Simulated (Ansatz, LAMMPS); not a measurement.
# Static equation of state of glassy 63SiO2-9CaO-11ZnO-11SrO-6Sc2O3 (mol %) (98 atoms)

Density of this cell: 3.15 g/cm³. The cell holds 98 atoms: 22 Si, 3 Ca, 4 Zn, 4 Sr, 4 Sc and 61 O. Its edges and angles: a = 11.167 Å, b = 10.581 Å, c = 11.167 Å, α = 90.8°, β = 90.3°, γ = 91.1°. The starting structure: 98 atoms (22 Si, 3 Ca, 4 Zn, 4 Sr, 4 Sc, 61 O) placed at random at 2.93 g/cm³, melted at 4000 K for 10 ps at fixed volume with the Morse and Coulomb pair potential with partial charges (Pedone, Malavasi, Menziani, Cormack and Segre, J. Phys. Chem. B 110, 11780 (2006)). Quenched from 4000 K to 300 K at 25 K/ps and fixed volume, held 10 ps at zero pressure, then minimised at fixed cell.

Calculated with Ansatz 0.2.0: Kohn-Sham DFT, PBEsol, PAW (set soft_2), plane waves; cutoff 420 eV, Γ point, fermi-dirac smearing of 0.025 eV. Cell and atoms were relaxed first, to V0 = 13.459 Å³ an atom at a residual P0 = -0.015 GPa. The cell was then scaled evenly, and the atoms were relaxed at each volume.

| volume (Å³/atom) | pressure (GPa) |
| --- | --- |
| 12.113 | 5.696 |
| 12.651 | ? |
| 13.055 | 1.302 |
| 13.863 | -1.550 |
| 14.266 | -3.043 |

Task: Fit the third-order Birch–Murnaghan equation to the rows given and interpolate to the withheld row.

**Working.**

Take the Eulerian strain f = ½[(V0/V)^(2/3) − 1] and the normalised pressure F = (P − P0) / [3f(1 + 2f)^(5/2)]. The third-order Birch–Murnaghan equation is then the line F = B0 + (3/2)B0(B′ − 4) f, so u = f and v = F.

```
      u = f  v = F (GPa)
  0.0363828      43.8983
  0.0102567      40.7056
-0.00975682      55.0878
 -0.0190506      58.3696
```

With n = 4: mean u = 0.00445805, mean v = 49.5153, Σ(u − ū)² = 0.0018075, Σ(u − ū)(v − v̄) = -0.51777. Slope b = -0.51777 / 0.0018075 = -286.45; intercept a = v̄ − b ū = 50.792.

So B0 = a = 50.8 GPa and B′ = 4 + 2b/(3a) = 0.240. At the withheld volume f = 0.02106, F = a + b f = 44.76 GPa, and P = P0 + 3f(1 + 2f)^(5/2) F.

Prediction at 12.651: 3.119 GPa. The run gave 2.326 GPa, so the fit is high by 0.79 GPa (34 % of the value).

The series isn't one smooth equation of state: even a line fitted to all rows, the withheld one included, misses F by up to 24.1 %, the count of bonds changes along the series and an atom moves over 0.5 Å in some relaxation. B0 and B′ are then only the numbers of this fit, not moduli of the material. Among the rows given, the largest miss of the fit is at 12.113, by 0.46 GPa (5.3 % of the range of the table).

Limits: Static cells at zero temperature; the cell shape is held. The program notes that the SCF threshold of these relaxations is loose for the stress. The quench rate of 25 K/ps is many orders above laboratory rates, so the cell is likely richer in defects and strain than a real sample. The network of bonds at the start is that of the classical potential that made the cell, and needn't be the one that DFT or experiment would give. Only the Γ point is sampled, in a cell whose shortest periodic width is 11 Å.

[Logs are printed without paths, hosts, clocks, repeated set-up lines and the standing remarks that a program may print on its own settings, such as how far it seeks lower states.]

[Hosts, paths, dates, database ids (printed as entryN), source tags and the programs' standing remarks are cut or masked in the printed files.]
